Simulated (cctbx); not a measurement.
# K2HoI5 with cctbx, script by script

Library: cctbx 2025.11. The data are simulated by the first script.

## 1. Simulate the data

run.py:

```python
from cctbx import adptbx, crystal, miller, sgtbx, xray
from cctbx.array_family import flex
from iotbx.shelx import hklf
from scitbx import matrix
import scitbx.random

cs = crystal.symmetry(unit_cell=(14.089, 9.559, 8.877, 90, 90, 90), space_group_symbol='Hall: -P 2ac 2n')  # Pnma
atoms = [  # label, site, U (iso, or U11 U22 U33 U12 U13 U23 in A^2), occupancy
    ("Ho1", (0.9945, 0.75, 0.9167), (0.0237, 0.0141, 0.0229, 0.0000, 0.0022, 0.0000), 1),
    ("I1", (0.072, 0.5436, 0.1641), (0.0259, 0.0257, 0.0227, 0.0015, -0.0030, 0.0020), 1),
    ("I2", (0.9914, 0.75, 0.5801), (0.0139, 0.0130, 0.0135, 0.0000, -0.0005, 0.0000), 1),
    ("I3", (0.8226, 0.75, 0.1209), (0.0118, 0.0114, 0.0110, 0.0000, 0.0016, 0.0000), 1),
    ("I4", (0.6984, 0.75, 0.6663), (0.0188, 0.0151, 0.0290, 0.0000, 0.0109, 0.0000), 1),
    ("K1", (0.3255, 0.997, 0.0562), (0.0246, 0.0231, 0.0340, -0.0006, 0.0003, 0.0036), 1),
]
xs = xray.structure(crystal_symmetry=cs)
for label, site, u, occ in atoms:
    u = adptbx.u_cif_as_u_star(cs.unit_cell(), u) if isinstance(u, tuple) else u
    xs.add_scatterer(xray.scatterer(label, site=site, u=u, occupancy=occ))
xs.set_inelastic_form_factors(1.54184, "sasaki")
xs.show_summary()
p1 = xs.expand_to_p1()
ms = miller.build_set(p1, anomalous_flag=True, d_min=0.83)
flex.set_random_seed(993207)
scitbx.random.set_random_seed(993207)
ms = ms.select(flex.random_double(ms.size()) < 0.7)
i = ms.structure_factors_from_scatterers(p1, algorithm="direct").f_calc().as_intensity_array().data()
i = i * 70000 / flex.max(i)
sig = flex.sqrt(i + flex.pow2(0.03 * i) + 8 ** 2)
noise = scitbx.random.variate(scitbx.random.normal_distribution())(i.size())
data = ms.array(data=i + sig * noise, sigmas=sig).set_observation_type_xray_intensity()
with open("data.hkl", "w") as f:
    data.export_as_shelx_hklf(f)
print("reflections written:", data.size(), " <I/sigma> = %.1f" % flex.mean(data.data() / data.sigmas()))
for h, a, b in list(data.sort("data"))[:12]:
    print("%4d%4d%4d %9.1f %7.1f" % (h + (a, b)))
```

```console
$ python run.py
```

```text
Number of scatterers: 6
At special positions: 4
Unit cell: (14.089, 9.559, 8.877, 90, 90, 90)
Space group: P n m a (No. 62)
reflections written: 6118  <I/sigma> = 15.8
   0  -4   0   69558.1  2116.6
   6  -2   0   36121.8  1025.9
   4   0  -1   35986.9  1084.5
  -6   2   0   35789.4  1025.9
  -4   0  -1   34991.8  1084.5
  -4   0   1   34034.6  1084.5
   6   2   0   33153.8  1025.9
  -6  -2   0   32992.0  1025.9
   0   0  -4   24200.8   751.4
   0   0   4   24105.4   751.4
   1  -2   2   22207.4   660.2
  -1   2   2   21547.3   660.2
```

Run time: 0.36 s on 1 thread of Arm Neoverse V1 (shared host), peak memory 0.07 GiB.

## 2. Refinement (right model, isotropic)

run.py:

```python
import math
from cctbx import adptbx, crystal, maptbx, sgtbx, xray
from cctbx.array_family import flex
from cctbx.xray import observations
from iotbx.shelx import hklf
from scitbx.lstbx import normal_eqns_solving
from smtbx import absolute_structure, utils
from smtbx.refinement import constraints, least_squares

cs = crystal.symmetry(unit_cell=(14.089, 9.559, 8.877, 90, 90, 90), space_group_symbol='Hall: -P 2ac 2n')  # Pnma
atoms = [  # label, site, U (iso, or U11 U22 U33 U12 U13 U23 in A^2), occupancy
    ("Ho1", (0.997, 0.75, 0.9183), 0.0200, 1),
    ("I1", (0.0748, 0.5419, 0.1651), 0.0200, 1),
    ("I2", (0.9915, 0.75, 0.5791), 0.0200, 1),
    ("I3", (0.8185, 0.75, 0.1211), 0.0200, 1),
    ("I4", (0.6948, 0.75, 0.6658), 0.0200, 1),
    ("K1", (0.3231, 0.9987, 0.0527), 0.0200, 1),
]
xs = xray.structure(crystal_symmetry=cs)
for label, site, u, occ in atoms:
    u = adptbx.u_cif_as_u_star(cs.unit_cell(), u) if isinstance(u, tuple) else u
    xs.add_scatterer(xray.scatterer(label, site=site, u=u, occupancy=occ))
xs.set_inelastic_form_factors(1.54184, "sasaki")
raw = hklf.reader(file_name="data.hkl").as_miller_arrays(crystal_symmetry=cs, anomalous=True)[0]
merged = raw.eliminate_sys_absent().merge_equivalents()
fo2 = merged.array().set_observation_type_xray_intensity()
print("Rint %.3f, %d unique reflections to %.2f A" % (merged.r_int(), fo2.size(), fo2.d_min()))
for sc in xs.scatterers():
    sc.flags.set_grad_site(True)
    sc.flags.set_grad_u_aniso(sc.flags.use_u_aniso())
    sc.flags.set_grad_u_iso(sc.flags.use_u_iso())
obs = fo2.as_xray_observations()
extra = {}
rep = constraints.reparametrisation(xs, [], utils.connectivity_table(xs), **extra)
ls = least_squares.crystallographic_ls(obs, rep, weighting_scheme=least_squares.mainstream_shelx_weighting(a=0, b=0))
print("cycle     R1     wR2    GooF  max shift (A)")
for cycle in range(8):
    ls.build_up()
    r1, wr2, goof = ls.r1_factor(cutoff_factor=2)[0], ls.wR2(), ls.goof()
    old = xs.sites_cart()
    normal_eqns_solving.levenberg_marquardt_iterations(ls, n_max_iterations=3, tau=1e-06, step_threshold=1e-7)
    big = flex.max((xs.sites_cart() - old).norms())
    print("%4d %7.4f %7.4f %7.3f %9.5f" % (cycle + 1, r1, wr2, goof, big))
    ls.build_up(objective_only=True)
    if abs(ls.wR2() - wr2) < 5e-5 and big < 5e-4:
        break
ls.build_up()
print("final R1 %.4f wR2 %.4f GooF %.3f  parameters %d  data/parameter %.1f" % (ls.r1_factor(cutoff_factor=2)[0], ls.wR2(), ls.goof(), ls.n_parameters, fo2.size() / ls.n_parameters))
cov = ls.covariance_matrix_and_annotations()
su = dict(zip(cov.annotations, (math.sqrt(max(v, 0)) for v in cov.matrix.matrix_packed_u_diagonal())))
a2 = cs.unit_cell().reciprocal_parameters()[0] ** -2
print("atom        x        y        z      Ueq    occ   su(xyz)  su(Uiso or U11)")
for sc in xs.scatterers():
    s = max(su.get(sc.label + k, 0) for k in (".x", ".y", ".z"))
    npd = "" if sc.is_positive_definite_u(cs.unit_cell()) else "  NPD"
    print("%-5s %8.5f %8.5f %8.5f %8.4f %6.3f %8.5f %7.4f%s" % ((sc.label,) + sc.site + (sc.u_iso_or_equiv(cs.unit_cell()), sc.occupancy, s, su.get(sc.label + ".uiso", su.get(sc.label + ".u11", 0) * a2), npd)))
fo = fo2.f_sq_as_f()
fc = fo.structure_factors_from_scatterers(xs, algorithm="direct").f_calc()
diff = fo.f_obs_minus_f_calc(1 / math.sqrt(ls.scale_factor()), fc).average_bijvoet_mates()
m = diff.fft_map(symmetry_flags=maptbx.use_space_group_symmetry, resolution_factor=0.25).apply_volume_scaling()
print("difference map: max %.2f min %.2f rms %.2f" % (m.statistics().max(), m.statistics().min(), m.statistics().sigma()))
peaks = m.peak_search(parameters=maptbx.peak_search_parameters(min_distance_sym_equiv=0.6, max_clusters=6)).all()
near = xs.closest_distances(peaks.sites(), distance_cutoff=4)
sps = cs.special_position_settings(min_distance_sym_equiv=0.5)
for k, (x, h) in enumerate(zip(peaks.sites(), peaks.heights())):
    ss = sps.site_symmetry(x)
    print("Q%-3d %7.4f %7.4f %7.4f %4d %7.2f  %.2f A from %s" % ((k + 1,) + tuple(t % 1 for t in ss.exact_site()) + (ss.multiplicity(), h, near.smallest_distances[k], xs.scatterers()[near.i_seqs[k]].label)))
```

```console
$ python run.py
```

```text
Rint 0.029, 1166 unique reflections to 0.83 A
cycle     R1     wR2    GooF  max shift (A)
   1  0.1546  0.3860  15.426   0.05804
   2  0.0430  0.1161   4.639   0.00008
final R1 0.0430 wR2 0.1161 GooF 4.639  parameters 20  data/parameter 58.3
atom        x        y        z      Ueq    occ   su(xyz)  su(Uiso or U11)
Ho1    0.99460  0.75000  0.91697   0.0197  1.000  0.00015  0.0004
I1     0.07194  0.54366  0.16424   0.0247  1.000  0.00010  0.0003
I2     0.99140  0.75000  0.58014   0.0133  1.000  0.00012  0.0003
I3     0.82262  0.75000  0.12089   0.0113  1.000  0.00011  0.0003
I4     0.69848  0.75000  0.66618   0.0205  1.000  0.00013  0.0003
K1     0.32575  0.99699  0.05653   0.0282  1.000  0.00037  0.0007
difference map: max 9.37 min -5.21 rms 0.42
Q1    0.1773  0.7500  0.8837    4    9.86  0.53 A from I4
Q2    0.2180  0.7500  0.7842    4    9.46  0.52 A from I4
Q3    0.0337  0.2500  0.1174    4    3.36  0.50 A from Ho1
Q4    0.0282  0.7500  0.9490    4    2.64  0.55 A from Ho1
Q5    0.0964  0.5311  0.1311    8    2.24  0.47 A from I1
Q6    0.2017  0.2500  0.9091    4    1.95  0.43 A from I3
```

Time: 0.59 s.

Figures of merit this high mean that the model is still wrong or incomplete.

## 3. Refinement (right model, anisotropic)

run.py, as its changes from the last script of this kind:

```diff
@@ -12,6 +12,6 @@
-    ("Ho1", (0.997, 0.75, 0.9183), 0.0200, 1),
-    ("I1", (0.0748, 0.5419, 0.1651), 0.0200, 1),
-    ("I2", (0.9915, 0.75, 0.5791), 0.0200, 1),
-    ("I3", (0.8185, 0.75, 0.1211), 0.0200, 1),
-    ("I4", (0.6948, 0.75, 0.6658), 0.0200, 1),
-    ("K1", (0.3231, 0.9987, 0.0527), 0.0200, 1),
+    ("Ho1", (0.9946, 0.75, 0.91697), 0.0197, 1),
+    ("I1", (0.07194, 0.54366, 0.16424), 0.0247, 1),
+    ("I2", (0.9914, 0.75, 0.58014), 0.0133, 1),
+    ("I3", (0.82262, 0.75, 0.12089), 0.0113, 1),
+    ("I4", (0.69848, 0.75, 0.66618), 0.0205, 1),
+    ("K1", (0.32575, 0.99699, 0.05653), 0.0282, 1),
@@ -23,0 +24 @@
+xs.convert_to_anisotropic()
```

```console
$ python run.py
```

```text
Rint 0.029, 1166 unique reflections to 0.83 A
cycle     R1     wR2    GooF  max shift (A)
   1  0.0430  0.1161   4.684   0.00440
   2  0.0102  0.0233   0.939   0.00000
final R1 0.0102 wR2 0.0233 GooF 0.939  parameters 42  data/parameter 27.8
atom        x        y        z      Ueq    occ   su(xyz)  su(Uiso or U11)
Ho1    0.99450  0.75000  0.91674   0.0202  1.000  0.00003  0.0001
I1     0.07199  0.54359  0.16414   0.0247  1.000  0.00002  0.0001
I2     0.99138  0.75000  0.58008   0.0134  1.000  0.00002  0.0001
I3     0.82260  0.75000  0.12090   0.0113  1.000  0.00002  0.0001
I4     0.69841  0.75000  0.66629   0.0209  1.000  0.00003  0.0001
K1     0.32551  0.99696  0.05621   0.0271  1.000  0.00008  0.0003
difference map: max 0.56 min -0.46 rms 0.11
Q1    0.2082  0.2500  0.2635    4    0.57  1.46 A from I4
Q2    0.1344  0.7500  0.3382    4    0.45  2.66 A from I1
Q3    0.2052  0.2500  0.5446    4    0.41  2.31 A from I4
Q4    0.1138  0.2500  0.2353    4    0.41  2.04 A from Ho1
Q5    0.2213  0.7500  0.5731    4    0.41  2.24 A from I3
Q6    0.2091  0.1056  0.4327    8    0.40  1.55 A from K1
```

Time: 0.53 s.

## 4. Refinement

run.py, as its changes from the last script of this kind:

```diff
@@ -12,6 +12,6 @@
-    ("Ho1", (0.9946, 0.75, 0.91697), 0.0197, 1),
-    ("I1", (0.07194, 0.54366, 0.16424), 0.0247, 1),
-    ("I2", (0.9914, 0.75, 0.58014), 0.0133, 1),
-    ("I3", (0.82262, 0.75, 0.12089), 0.0113, 1),
-    ("I4", (0.69848, 0.75, 0.66618), 0.0205, 1),
-    ("K1", (0.32575, 0.99699, 0.05653), 0.0282, 1),
+    ("Ho1", (0.9948, 0.75, 0.9499), 0.0200, 1),
+    ("I1", (0.0774, 0.4867, 0.1923), 0.0200, 1),
+    ("I2", (1.0226, 0.75, 0.5909), 0.0200, 1),
+    ("I3", (0.8121, 0.75, 0.0931), 0.0200, 1),
+    ("I4", (0.6974, 0.75, 0.6414), 0.0200, 1),
+    ("K1", (0.2771, 1.0236, 0.0377), 0.0200, 1),
@@ -24 +23,0 @@
-xs.convert_to_anisotropic()
@@ -38 +37 @@
-for cycle in range(8):
+for cycle in range(10):
@@ -42 +41 @@
-    normal_eqns_solving.levenberg_marquardt_iterations(ls, n_max_iterations=3, tau=1e-06, step_threshold=1e-7)
+    normal_eqns_solving.levenberg_marquardt_iterations(ls, n_max_iterations=3, tau=0.0001, step_threshold=1e-7)
```

```console
$ python run.py
```

```text
Rint 0.029, 1166 unique reflections to 0.83 A
cycle     R1     wR2    GooF  max shift (A)
   1  0.8050  0.9661  38.613   0.40109
   2  0.5417  0.8287  33.122   0.62855
   3  0.0799  0.1985   7.932   0.08298
   4  0.0430  0.1161   4.639   0.00008
final R1 0.0430 wR2 0.1161 GooF 4.639  parameters 20  data/parameter 58.3
atom        x        y        z      Ueq    occ   su(xyz)  su(Uiso or U11)
Ho1    0.99460  0.75000  0.91697   0.0197  1.000  0.00015  0.0004
I1     0.07194  0.54366  0.16424   0.0247  1.000  0.00010  0.0003
I2     0.99140  0.75000  0.58014   0.0133  1.000  0.00012  0.0003
I3     0.82262  0.75000  0.12089   0.0113  1.000  0.00011  0.0003
I4     0.69848  0.75000  0.66618   0.0205  1.000  0.00013  0.0003
K1     0.32575  0.99699  0.05653   0.0282  1.000  0.00037  0.0007
difference map: max 9.37 min -5.21 rms 0.42
Q1    0.1773  0.7500  0.8837    4    9.86  0.53 A from I4
Q2    0.2180  0.7500  0.7842    4    9.46  0.52 A from I4
Q3    0.0337  0.2500  0.1174    4    3.36  0.50 A from Ho1
Q4    0.0282  0.7500  0.9490    4    2.64  0.55 A from Ho1
Q5    0.0964  0.5311  0.1311    8    2.24  0.47 A from I1
Q6    0.2017  0.2500  0.9091    4    1.95  0.43 A from I3
```

Time: 0.71 s.

This run holds a fault made on purpose: start far from the minimum.

## 5. Refinement

run.py, as its changes from the last script of this kind:

```diff
@@ -12,6 +12,6 @@
-    ("Ho1", (0.9948, 0.75, 0.9499), 0.0200, 1),
-    ("I1", (0.0774, 0.4867, 0.1923), 0.0200, 1),
-    ("I2", (1.0226, 0.75, 0.5909), 0.0200, 1),
-    ("I3", (0.8121, 0.75, 0.0931), 0.0200, 1),
-    ("I4", (0.6974, 0.75, 0.6414), 0.0200, 1),
-    ("K1", (0.2771, 1.0236, 0.0377), 0.0200, 1),
+    ("Ho1", (0.9946, 0.75, 0.91697), 0.0197, 1),
+    ("I1", (0.07194, 0.54366, 0.16424), 0.0247, 1),
+    ("I2", (0.9914, 0.75, 0.58014), 0.0133, 1),
+    ("Sb1", (0.82262, 0.75, 0.12089), 0.0113, 1),
+    ("I3", (0.69848, 0.75, 0.66618), 0.0205, 1),
+    ("K1", (0.32575, 0.99699, 0.05653), 0.0282, 1),
@@ -23,0 +24 @@
+xs.convert_to_anisotropic()
@@ -37 +38 @@
-for cycle in range(10):
+for cycle in range(12):
@@ -41 +42 @@
-    normal_eqns_solving.levenberg_marquardt_iterations(ls, n_max_iterations=3, tau=0.0001, step_threshold=1e-7)
+    normal_eqns_solving.levenberg_marquardt_iterations(ls, n_max_iterations=3, tau=1e-06, step_threshold=1e-7)
```

```console
$ python run.py
```

```text
Rint 0.029, 1166 unique reflections to 0.83 A
cycle     R1     wR2    GooF  max shift (A)
   1  0.0450  0.1221   4.926   0.00441
   2  0.0118  0.0276   1.115   0.00000
final R1 0.0118 wR2 0.0276 GooF 1.115  parameters 42  data/parameter 27.8
atom        x        y        z      Ueq    occ   su(xyz)  su(Uiso or U11)
Ho1    0.99450  0.75000  0.91676   0.0206  1.000  0.00004  0.0002
I1     0.07200  0.54359  0.16415   0.0250  1.000  0.00002  0.0001
I2     0.99139  0.75000  0.58009   0.0137  1.000  0.00003  0.0001
Sb1    0.82260  0.75000  0.12090   0.0093  1.000  0.00003  0.0001
I3     0.69842  0.75000  0.66630   0.0212  1.000  0.00003  0.0001
K1     0.32551  0.99691  0.05622   0.0275  1.000  0.00009  0.0004
difference map: max 0.95 min -0.49 rms 0.13
Q1    0.2041  0.2500  0.8761    4    0.96  0.38 A from Sb1
Q2    0.1529  0.2500  0.8934    4    0.85  0.37 A from Sb1
Q3    0.2093  0.2500  0.2617    4    0.58  1.45 A from I3
Q4    0.1370  0.7500  0.3384    4    0.45  2.64 A from Sb1
Q5    0.1143  0.2500  0.2344    4    0.45  2.04 A from Ho1
Q6    0.1431  0.2500  0.0400    4    0.43  1.51 A from Sb1
```

Time: 0.57 s.

This run holds a fault made on purpose: wrong element: Sb1 is I.

## 6. Refinement

run.py, as its changes from the last script of this kind:

```diff
@@ -15,2 +15,2 @@
-    ("Sb1", (0.82262, 0.75, 0.12089), 0.0113, 1),
-    ("I3", (0.69848, 0.75, 0.66618), 0.0205, 1),
+    ("I3", (0.82262, 0.75, 0.12089), 0.0113, 1),
+    ("I4", (0.69848, 0.75, 0.66618), 0.0205, 1),
@@ -26 +26 @@
-merged = raw.eliminate_sys_absent().merge_equivalents()
+merged = raw.eliminate_sys_absent().resolution_filter(d_min=1.3).merge_equivalents()
```

```console
$ python run.py
```

```text
Rint 0.027, 308 unique reflections to 1.30 A
cycle     R1     wR2    GooF  max shift (A)
   1  0.0223  0.0643   3.101   0.00459
   2  0.0090  0.0204   0.985   0.00000
final R1 0.0090 wR2 0.0204 GooF 0.985  parameters 42  data/parameter 7.3
atom        x        y        z      Ueq    occ   su(xyz)  su(Uiso or U11)
Ho1    0.99448  0.75000  0.91670   0.0203  1.000  0.00007  0.0005
I1     0.07202  0.54351  0.16418   0.0251  1.000  0.00005  0.0004
I2     0.99139  0.75000  0.58008   0.0136  1.000  0.00006  0.0005
I3     0.82263  0.75000  0.12077   0.0116  1.000  0.00006  0.0005
I4     0.69844  0.75000  0.66623   0.0207  1.000  0.00006  0.0005
K1     0.32563  0.99678  0.05610   0.0279  1.000  0.00016  0.0011
difference map: max 0.29 min -0.26 rms 0.07
Q1    0.1623  0.7500  0.3200    4    0.31  2.32 A from I3
Q2    0.1910  0.2500  0.2541    4    0.28  1.71 A from I4
Q3    0.1667  0.6667  0.2667    8    0.23  2.00 A from I1
Q4    0.1846  0.0980  0.4335    8    0.22  1.42 A from K1
Q5    0.1968  0.7500  0.5341    4    0.21  2.24 A from I3
Q6    0.1098  0.2500  0.1216    4    0.20  1.51 A from Ho1
```

Run time: 0.52 s on 1 thread of Arm Neoverse V1, on a shared host, peak memory 0.09 GiB.

This run holds a fault made on purpose: data cut at low resolution.

[Logs are printed without paths, hosts, clocks, repeated set-up lines and the standing remarks that a program may print on its own settings, such as how far it seeks lower states.]
